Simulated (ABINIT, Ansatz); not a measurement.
# Lattice dynamics of SiSb (Pm-3m) in two programs

How does SiSb (Pm-3m) vibrate, and is this structure a minimum?

Method: DFT LDA, scalar-relativistic, plane waves, HGH norm-conserving pseudopotentials, in ABINIT 10.8.3.

The structure was built from a prototype and need not be the compound's stable phase.

## 1. The structure

The structure is cubic, space group Pm-3m (No. 221). The conventional cell has a = 3.444 Å, b = 3.444 Å, c = 3.444 Å, α = 90.00°, β = 90.00°, γ = 90.00°. Nearest to Sb lie 8 Si at 2.98 Å. Si has 8 Sb at 2.98 Å nearest. Farther neighbours are not listed.

## 2. A first look

A first run with smearing and empty bands tells whether the crystal has a gap, which decides between fixed occupations and smearing later on.

The input, probe.abi:

```
# ground state
tolvrs 1.0d-08
prtden 1
prtwf 1

# basis, mesh and filling
ecut 20.0
ixc 7
ngkpt 6 6 6
nshiftk 1
shiftk 0.0 0.0 0.0
istwfk *1
occopt 7
tsmear 0.005
nband 10
nstep 100
diemac 9.0
prtebands 0
prtgsr 0
useylm 1

# cell and atoms
acell 3*1.0 Angstrom
rprim 
    3.44400696 0.0 0.0
    0.0 3.44400696 0.0
    0.0 0.0 3.44400696
ntypat 2
znucl 51 14
natom 2
typat 1 2
xred 
    0.0 0.0 0.0
    0.5 0.5 0.5
pp_dirpath "./pseudo"
pseudos "Sb.hgh, Si.hgh"
```

Started as:

```sh
$ OMP_NUM_THREADS=1 mpirun -n 4 abinit probe.abi > probe.log
```

Numbers of over 12 decimals in the logs are rounded to 6 here.

probe.abo, the main output file:

```text
[banners, grids, parts of the stress and lines that vanish by symmetry left out]
- input  file    -> probe.abi
- output file    -> probe.abo
- root for input  files -> probei
[...]
Symmetries : space group Pm -3 m (#221); Bravais cP (primitive cubic)
[...]
mpw =        1208          nfft =       27000          nkpt =          20
[...]
== DATASET  1 ==================================================================
[...]
cutoff_energies: {ecut:  20.0, pawecutdg:  -1.0, }
[...]
Exchange-correlation functional for the present dataset will be:
  LDA: Perdew-Wang 92 LSD fit to Ceperley-Alder data - ixc=7
[...]
ETOT  1  -9.528132    -9.528E+00 3.717E-02 3.701E+01
 ETOT  2  -9.540820    -1.269E-02 2.102E-03 5.638E+00
 ETOT  3  -9.542413    -1.593E-03 1.440E-03 5.268E-02
 ETOT  4  -9.542427    -1.455E-05 5.365E-04 5.940E-05
 ETOT  5  -9.542427    -1.491E-08 4.054E-04 2.910E-06
 ETOT  6  -9.542427    -8.230E-10 1.238E-04 3.819E-09
 At SCF step    6       vres2   =  3.82E-09 < tolvrs=  1.00E-08 =>converged.
[...]
sigma(1 1)=  4.61813609E-05  sigma(3 2)=  0.00000000E+00
  sigma(2 2)=  4.61813609E-05  sigma(3 1)=  0.00000000E+00
  sigma(3 3)=  4.61813609E-05  sigma(2 1)=  0.00000000E+00
[...]
convergence: {deltae: -8.230E-10, res2:  3.819E-09, residm:  1.238E-04, diffor: null, }
etotal    :  -9.54242724E+00
[...]
sigma(1 1)=  4.61813609E-05  sigma(3 2)=  0.00000000E+00
  sigma(2 2)=  4.61813609E-05  sigma(3 1)=  0.00000000E+00
  sigma(3 3)=  4.61813609E-05  sigma(2 1)=  0.00000000E+00
[...]
- sigma(1 1)=  1.35870255E+00  sigma(3 2)=  0.00000000E+00
- sigma(2 2)=  1.35870255E+00  sigma(3 1)=  0.00000000E+00
- sigma(3 3)=  1.35870255E+00  sigma(2 1)=  0.00000000E+00
[...]
fcart     -0.0000000000E+00 -0.0000000000E+00 -0.0000000000E+00
           strten      4.6181360892E-05  4.6181360892E-05  4.6181360892E-05
================================================================================

[key lines of the parts left out:]
pressure_GPa:  -1.3587E+00
```

The job ended after 2.9 s (4 MPI ranks of Arm Neoverse N1, shared host).

This step gave:

- volume per atom: 20.43 Å³
- pressure: -1.359 GPa
- gap on the k-mesh: 0 eV

No gap opens on this mesh, so smearing is kept; the printed pressure holds the stress of the finite basis too.

## 3. Rough relaxation

The typed start is rough, so a first relaxation with smearing and loose thresholds takes it towards rest cheaply.

The input, prerelax.abi:

```
# relaxation
ionmov 2
optcell 2
dilatmx 1.15
chkdilatmx 0
ntime 40
tolmxf 3.0d-04
tolvrs 1.0d-10
prtwf 0
prtden 0
chksymtnons 0

# basis, mesh and filling
ecut 21.0
ecutsm 3.0
ixc 7
ngkpt 6 6 6
nshiftk 1
shiftk 0.0 0.0 0.0
istwfk *1
occopt 7
tsmear 0.005
nband 10
nstep 100
diemac 1000000.0
prtebands 0
prtgsr 0
useylm 1

# cell and atoms
acell 3*1.0 Angstrom
rprim 
    3.44400696 0.0 0.0
    0.0 3.44400696 0.0
    0.0 0.0 3.44400696
ntypat 2
znucl 51 14
natom 2
typat 1 2
xred 
    0.0 0.0 0.0
    0.5 0.5 0.5
pp_dirpath "./pseudo"
pseudos "Sb.hgh, Si.hgh"
```

Started as:

```sh
$ OMP_NUM_THREADS=1 mpirun -n 4 abinit prerelax.abi > prerelax.log
```

prerelax.abo, the main output file:

```text
[banners, grids, parts of the stress and lines that vanish by symmetry left out]
- input  file    -> prerelax.abi
- output file    -> prerelax.abo
- root for input  files -> prerelaxi
[...]
Symmetries : space group Pm -3 m (#221); Bravais cP (primitive cubic)
[...]
mpw =        1956          nfft =       32768          nkpt =          20
[...]
== DATASET  1 ==================================================================
[...]
cutoff_energies: {ecut:  21.0, pawecutdg:  -1.0, }
[...]
Exchange-correlation functional for the present dataset will be:
  LDA: Perdew-Wang 92 LSD fit to Ceperley-Alder data - ixc=7
[...]
ETOT  1  -9.527753    -9.528E+00 2.101E-02 4.386E+01
 ETOT  2  -9.541626    -1.387E-02 3.423E-03 3.265E+00
 ETOT  3  -9.542391    -7.649E-04 3.127E-03 5.239E-02
 ETOT  4  -9.542403    -1.195E-05 5.154E-04 4.856E-05
 ETOT  5  -9.542403    -9.831E-09 4.412E-04 1.271E-06
[...]
ETOT  6  -9.542510    -5.151E-14 1.328E+00 6.875E-13
 At SCF step    6       vres2   =  6.88E-13 < tolvrs=  1.00E-10 =>converged.
[...]
sigma(1 1)= -2.67063969E-06  sigma(3 2)=  0.00000000E+00
  sigma(2 2)= -2.67063969E-06  sigma(3 1)=  0.00000000E+00
  sigma(3 3)= -2.67063969E-06  sigma(2 1)=  0.00000000E+00
[...]
convergence: {deltae: -5.151E-14, res2:  6.875E-13, residm:  1.328E+00, diffor: null, }
etotal    :  -9.54250996E+00
[...]
At Broyd/MD step   3, gradients are converged :
[...]
sigma(1 1)= -2.67063969E-06  sigma(3 2)=  0.00000000E+00
  sigma(2 2)= -2.67063969E-06  sigma(3 1)=  0.00000000E+00
  sigma(3 3)= -2.67063969E-06  sigma(2 1)=  0.00000000E+00
[...]
- sigma(1 1)= -7.85729325E-02  sigma(3 2)=  0.00000000E+00
- sigma(2 2)= -7.85729325E-02  sigma(3 1)=  0.00000000E+00
- sigma(3 3)= -7.85729325E-02  sigma(2 1)=  0.00000000E+00
[...]
fcart     -0.0000000000E+00 -0.0000000000E+00 -0.0000000000E+00
           strten     -2.6706396924E-06 -2.6706396924E-06 -2.6706396925E-06
================================================================================

[key lines of the parts left out:]
pressure_GPa:   7.8573E-02
Total energy (etotal) [Ha]= -9.54250995982743E+00
```

Wall time 6.3 s (4 MPI ranks); 25 s of CPU time.

The steps of the relaxation:

| step | energy less that of the first step (eV) | largest force (eV/Å) | volume (Å³) |
| --- | --- | --- | --- |
| 1 | 0.0000 | 0.0000 | 40.85 |
| 2 | -0.0011 | 0.0000 | 40.69 |
| 3 | -0.0029 | 0.0000 | 40.10 |

```csv
"conventional cell, symmetrised",before,after,change
a (Å),3.444,3.423,-0.6 %
b (Å),3.444,3.423,-0.6 %
c (Å),3.444,3.423,-0.6 %
volume (Å³/atom),20.43,20.05,-1.8 %
```

The relaxed structure:

```cif
data_structure
_symmetry_space_group_name_H-M 'P 1'
_symmetry_Int_Tables_number 1
_cell_length_a 3.4227
_cell_length_b 3.4227
_cell_length_c 3.4227
_cell_angle_alpha 90.000
_cell_angle_beta 90.000
_cell_angle_gamma 90.000
_cell_volume 40.10
loop_
_atom_site_label
_atom_site_type_symbol
_atom_site_fract_x
_atom_site_fract_y
_atom_site_fract_z
_atom_site_occupancy
Sb1 Sb 0.00000 0.00000 0.00000 1
Si2 Si 0.50000 0.50000 0.50000 1
```

Numbers from this step:

- volume per atom: 20.05 Å³
- pressure: 0.07857 GPa

The volume changes by -1.8 % in this run and stands -1.8 % from the first cell.

## 4. Relaxation

The harmonic expansion needs vanishing forces, and a free crystal bears no stress, so cell and atoms are brought to rest. Stress is more sensitive to the basis than forces are: the last 3 Ha under the cutoff are smoothed with ecutsm, and the cutoff is raised above that of the later runs.

The input, relax.abi:

```
# relaxation
ionmov 2
optcell 2
dilatmx 1.08
ntime 40
tolmxf 1.0d-05
tolvrs 1.0d-14
prtwf 0
prtden 0
chksymtnons 0

# basis, mesh and filling
ecut 26.0
ecutsm 3.0
ixc 7
ngkpt 8 8 8
nshiftk 1
shiftk 0.0 0.0 0.0
istwfk *1
occopt 6
tsmear 0.01
nband 10
nstep 100
diemac 1000000.0
prtebands 0
prtgsr 0
useylm 1

# cell and atoms
acell 3*1.0 Angstrom
rprim 
    3.422731979 0.0 0.0
    0.0 3.422731979 0.0
    0.0 0.0 3.422731979
ntypat 2
znucl 51 14
natom 2
typat 1 2
xred 
    0.0 0.0 0.0
    0.5 0.5 0.5
pp_dirpath "./pseudo"
pseudos "Sb.hgh, Si.hgh"
```

Started as:

```sh
$ OMP_NUM_THREADS=1 mpirun -n 4 abinit relax.abi > relax.log
```

relax.abo, the main output file:

```text
[banners, grids, parts of the stress and lines that vanish by symmetry left out]
- input  file    -> relax.abi
- output file    -> relax.abo
- root for input  files -> relaxi
[...]
Symmetries : space group Pm -3 m (#221); Bravais cP (primitive cubic)
[...]
mpw =        2192          nfft =       46656          nkpt =          35
[...]
== DATASET  1 ==================================================================
[...]
cutoff_energies: {ecut:  26.0, pawecutdg:  -1.0, }
[...]
Exchange-correlation functional for the present dataset will be:
  LDA: Perdew-Wang 92 LSD fit to Ceperley-Alder data - ixc=7
[...]
ETOT  1  -9.528099    -9.528E+00 4.172E-02 6.306E+01
 ETOT  2  -9.544295    -1.620E-02 2.598E-03 2.240E+00
 ETOT  3  -9.544654    -3.591E-04 6.556E-04 8.783E-02
 ETOT  4  -9.544668    -1.357E-05 9.396E-04 1.455E-04
 ETOT  5  -9.544668    -2.031E-08 2.496E-04 3.375E-06
[...]
At SCF step    9       vres2   =  9.85E-16 < tolvrs=  1.00E-14 =>converged.
[...]
sigma(1 1)= -2.70223301E-05  sigma(3 2)=  0.00000000E+00
  sigma(2 2)= -2.70223301E-05  sigma(3 1)=  0.00000000E+00
  sigma(3 3)= -2.70223301E-05  sigma(2 1)=  0.00000000E+00
[...]
convergence: {deltae: -1.066E-14, res2:  9.851E-16, residm:  2.316E-04, diffor: null, }
etotal    :  -9.54466779E+00
[...]
ETOT  1  -9.544683    -9.545E+00 1.776E-04 1.630E-03
[...]
At SCF step    7       vres2   =  1.24E-16 < tolvrs=  1.00E-14 =>converged.
[...]
sigma(1 1)= -2.02156292E-05  sigma(3 2)=  0.00000000E+00
  sigma(2 2)= -2.02156292E-05  sigma(3 1)=  0.00000000E+00
  sigma(3 3)= -2.02156292E-05  sigma(2 1)=  0.00000000E+00
[...]
convergence: {deltae:  9.948E-14, res2:  1.244E-16, residm:  4.065E-04, diffor: null, }
etotal    :  -9.54468334E+00
[...]
ETOT  1  -9.544701    -9.545E+00 2.820E-04 1.455E-02
[...]
At SCF step    7       vres2   =  1.18E-15 < tolvrs=  1.00E-14 =>converged.
[...]
sigma(1 1)= -2.95991341E-07  sigma(3 2)=  0.00000000E+00
  sigma(2 2)= -2.95991341E-07  sigma(3 1)=  0.00000000E+00
  sigma(3 3)= -2.95991341E-07  sigma(2 1)=  0.00000000E+00
[...]
convergence: {deltae: -3.375E-14, res2:  1.185E-15, residm:  1.834E-05, diffor: null, }
etotal    :  -9.54470353E+00
[...]
ETOT  1  -9.544704    -9.545E+00 1.773E-05 3.184E-06
[...]
ETOT  4  -9.544704    -5.880E-13 1.561E-05 1.027E-12
 ETOT  5  -9.544704    -4.086E-14 2.224E-05 7.557E-15
 At SCF step    5       vres2   =  7.56E-15 < tolvrs=  1.00E-14 =>converged.
[...]
sigma(1 1)= -3.30261501E-09  sigma(3 2)=  0.00000000E+00
  sigma(2 2)= -3.30261501E-09  sigma(3 1)=  0.00000000E+00
  sigma(3 3)= -3.30261502E-09  sigma(2 1)=  0.00000000E+00
[...]
convergence: {deltae: -4.086E-14, res2:  7.557E-15, residm:  2.224E-05, diffor: null, }
etotal    :  -9.54470353E+00
[...]
At Broyd/MD step   4, gradients are converged :
[...]
sigma(1 1)= -3.30261501E-09  sigma(3 2)=  0.00000000E+00
  sigma(2 2)= -3.30261501E-09  sigma(3 1)=  0.00000000E+00
  sigma(3 3)= -3.30261502E-09  sigma(2 1)=  0.00000000E+00
[...]
- sigma(1 1)= -9.71662883E-05  sigma(3 2)=  0.00000000E+00
- sigma(2 2)= -9.71662883E-05  sigma(3 1)=  0.00000000E+00
- sigma(3 3)= -9.71662884E-05  sigma(2 1)=  0.00000000E+00
[...]
fcart     -0.0000000000E+00 -0.0000000000E+00 -0.0000000000E+00
           strten     -3.3026150109E-09 -3.3026150118E-09 -3.3026150152E-09
================================================================================

[key lines of the parts left out:]
pressure_GPa:   9.7166E-05
Total energy (etotal) [Ha]= -9.54470353228432E+00
```

It took 27 s on 4 MPI ranks; 1.8 min of CPU time.

Step by step:

| step | energy less that of the first step (eV) | largest force (eV/Å) | volume (Å³) |
| --- | --- | --- | --- |
| 1 | 0.0000 | 0.0000 | 40.10 |
| 2 | -0.0004 | 0.0000 | 40.20 |
| 3 | -0.0010 | 0.0000 | 40.49 |
| 4 | -0.0010 | 0.0000 | 40.49 |

| conventional cell, symmetrised | before | after | change |
| --- | --- | --- | --- |
| a (Å) | 3.423 | 3.434 | +0.3 % |
| b (Å) | 3.423 | 3.434 | +0.3 % |
| c (Å) | 3.423 | 3.434 | +0.3 % |
| volume (Å³/atom) | 20.05 | 20.25 | +1.0 % |

The relaxed structure:

```cif
data_structure
_symmetry_space_group_name_H-M 'P 1'
_symmetry_Int_Tables_number 1
_cell_length_a 3.4340
_cell_length_b 3.4340
_cell_length_c 3.4340
_cell_angle_alpha 90.000
_cell_angle_beta 90.000
_cell_angle_gamma 90.000
_cell_volume 40.49
loop_
_atom_site_label
_atom_site_type_symbol
_atom_site_fract_x
_atom_site_fract_y
_atom_site_fract_z
_atom_site_occupancy
Sb1 Sb 0.00000 0.00000 0.00000 1
Si2 Si 0.50000 0.50000 0.50000 1
```

Read from the output:

| Property | Result |
| --- | --- |
| volume per atom | 20.25 Å³ |
| pressure | 9.72e-5 GPa |

The volume changes by +1.0 % in this run and stands -0.9 % from the first cell.

## 5. Self-consistent run for the response

First-order wavefunctions inherit every error of the ground state, hence the very tight tolvrs. Smearing stays on, as the first look found no gap above 0.3 eV.

The input, gs.abi:

```
# ground state
tolvrs 1.0d-16
prtden 1
prtwf 1

# basis, mesh and filling
ecut 20.0
ixc 7
ngkpt 8 8 8
nshiftk 1
shiftk 0.0 0.0 0.0
istwfk *1
occopt 6
tsmear 0.01
nband 10
nstep 100
diemac 1000000.0
prtebands 0
prtgsr 0
useylm 1

# cell and atoms
acell 3*1.0 Angstrom
rprim 
    3.433952221 0.0 0.0
    0.0 3.433952221 0.0
    0.0 0.0 3.433952221
ntypat 2
znucl 51 14
natom 2
typat 1 2
xred 
    0.0 0.0 0.0
    0.5 0.5 0.5
pp_dirpath "./pseudo"
pseudos "Sb.hgh, Si.hgh"
```

Started as:

```sh
$ OMP_NUM_THREADS=1 mpirun -n 4 abinit gs.abi > gs.log
```

gs.abo, the main output file:

```text
[banners, grids, parts of the stress and lines that vanish by symmetry left out]
- input  file    -> gs.abi
- output file    -> gs.abo
- root for input  files -> gsi
[...]
Symmetries : space group Pm -3 m (#221); Bravais cP (primitive cubic)
[...]
mpw =        1189          nfft =       27000          nkpt =          35
[...]
== DATASET  1 ==================================================================
[...]
cutoff_energies: {ecut:  20.0, pawecutdg:  -1.0, }
[...]
Exchange-correlation functional for the present dataset will be:
  LDA: Perdew-Wang 92 LSD fit to Ceperley-Alder data - ixc=7
[...]
ETOT  1  -9.529772    -9.530E+00 3.012E-02 3.633E+01
 ETOT  2  -9.544203    -1.443E-02 6.291E-03 1.255E+00
 ETOT  3  -9.544555    -3.526E-04 9.040E-04 5.012E-02
 ETOT  4  -9.544569    -1.356E-05 4.927E-04 7.222E-05
 ETOT  5  -9.544569    -1.900E-08 2.738E-04 1.296E-06
[...]
ETOT  9  -9.544569    -7.816E-14 1.214E-04 9.034E-16
 ETOT 10  -9.544569    -2.665E-14 8.558E-05 1.060E-18
 At SCF step   10       vres2   =  1.06E-18 < tolvrs=  1.00E-16 =>converged.
[...]
sigma(1 1)=  2.17476883E-06  sigma(3 2)=  0.00000000E+00
  sigma(2 2)=  2.17476883E-06  sigma(3 1)=  0.00000000E+00
  sigma(3 3)=  2.17476883E-06  sigma(2 1)=  0.00000000E+00
[...]
convergence: {deltae: -2.665E-14, res2:  1.060E-18, residm:  8.558E-05, diffor: null, }
etotal    :  -9.54456890E+00
[...]
sigma(1 1)=  2.17476883E-06  sigma(3 2)=  0.00000000E+00
  sigma(2 2)=  2.17476883E-06  sigma(3 1)=  0.00000000E+00
  sigma(3 3)=  2.17476883E-06  sigma(2 1)=  0.00000000E+00
[...]
- sigma(1 1)=  6.39839081E-02  sigma(3 2)=  0.00000000E+00
- sigma(2 2)=  6.39839081E-02  sigma(3 1)=  0.00000000E+00
- sigma(3 3)=  6.39839081E-02  sigma(2 1)=  0.00000000E+00
[...]
fcart     -0.0000000000E+00 -0.0000000000E+00 -0.0000000000E+00
           strten      2.1747688343E-06  2.1747688343E-06  2.1747688343E-06
================================================================================

[key lines of the parts left out:]
pressure_GPa:  -6.3984E-02
```

Wall time 6.3 s (4 MPI ranks); 25 s of CPU time.

This step gave:

```
pressure : -0.06398 GPa
```

The cell stands at -0.064 GPa, close enough for phonons.

[end of part 1 of 4]

[Host names and launcher messages were left out of these logs when they were recorded.]

[Logs are printed without paths, hosts, clocks, repeated set-up lines and the standing remarks that a program may print on its own settings, such as how far it seeks lower states.]

[Hosts, paths, dates, database ids (printed as entryN), source tags and the programs' standing remarks are cut or masked in the printed files.]
